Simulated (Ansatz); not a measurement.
SrCaTi2O6 (perovskite [001] superlattice) (P4/mmm), computed twice by G0W0.

The structure was built from a prototype and need not be the compound's stable phase.

Symmetry: P4/mmm, No. 123, tetragonal system. Conventional cell: a = 3.830 Å, b = 3.830 Å, c = 7.657 Å, α = 90.00°, β = 90.00°, γ = 90.00°. Sr has 12 O at 2.71 to 2.74 Å nearest. Nearest to O lie 2 Ti at 1.94 Å and 4 Sr at 2.71 Å. Nearest to Ti lie 6 O at 1.89 to 1.94 Å. Nearest to O lie 2 Ti at 1.92 Å and 2 Ca at 2.68 Å and 2 Sr at 2.74 Å. Ca has 12 O at 2.68 to 2.71 Å nearest. O has 2 Ti at 1.89 Å and 4 Ca at 2.71 Å nearest. It derives from SrTiO3. Farther neighbours and most contacts between anions are not listed.

```cif
data_structure
_symmetry_space_group_name_H-M 'P 1'
_symmetry_Int_Tables_number 1
_cell_length_a 3.8302
_cell_length_b 3.8302
_cell_length_c 7.6566
_cell_angle_alpha 90.000
_cell_angle_beta 90.000
_cell_angle_gamma 90.000
_cell_volume 112.33
loop_
_atom_site_label
_atom_site_type_symbol
_atom_site_fract_x
_atom_site_fract_y
_atom_site_fract_z
_atom_site_occupancy
Sr1 Sr 0.00000 0.00000 0.12645 1
O2 O 0.50000 0.50000 0.12645 1
Ti3 Ti 0.50000 0.50000 0.37948 1
O4 O 0.50000 0.00000 0.38184 1
O5 O 0.00000 0.50000 0.38184 1
Ca6 Ca 0.00000 0.00000 0.62646 1
O7 O 0.50000 0.50000 0.62645 1
Ti8 Ti 0.50000 0.50000 0.87342 1
O9 O 0.50000 0.00000 0.87104 1
O10 O 0.00000 0.50000 0.87104 1
```

The structure was relaxed with LDA. The runs that relaxed it are not among those shown.

The first (Ansatz 0.2.0; start LDA, 4×4×2 mesh, 217 empty bands, screening to 90 eV, PAW set soft_1 files; 4 threads of Arm Neoverse V1, shared host) gave, on its mesh: starting gap 1.85 eV, G0W0 gap 3.58 eV, RPA ε∞ (mean) 6.82, 76 s.

Q: The second changes empty bands from 217 to 55 and screening cutoff (eV) from 90.0 to 36. What does it give?

It gave: starting gap 1.85 eV, G0W0 gap 4.15 eV, RPA ε∞ (mean) 6.89, 21 s. The G0W0 gap moves by +0.57 eV, +0.00 eV from the start and +0.57 eV from the correction. Σc changes by +0.14 eV at the valence top and +0.71 eV at the conduction bottom, and Σx − Vxc between them by +0.00 eV.

Limits: not at the basis limit; no spin-orbit coupling; coarse k mesh.

[Paths, hosts, dates, memory and timing lines, banners, echoed tables and standing remarks are left out of the program output.]

[Logs are printed without paths, hosts, clocks, repeated set-up lines and the standing remarks that a program may print on its own settings, such as how far it seeks lower states.]

[Runs of the session that timed out or met a known fault of the program may be left out.]

[Cells called generated may have been cut or substituted from an entry of the Crystallography Open Database or the Materials Project.]

[Hosts, paths, dates, database ids (printed as entryN), source tags and the programs' standing remarks are cut or masked in the printed files.]
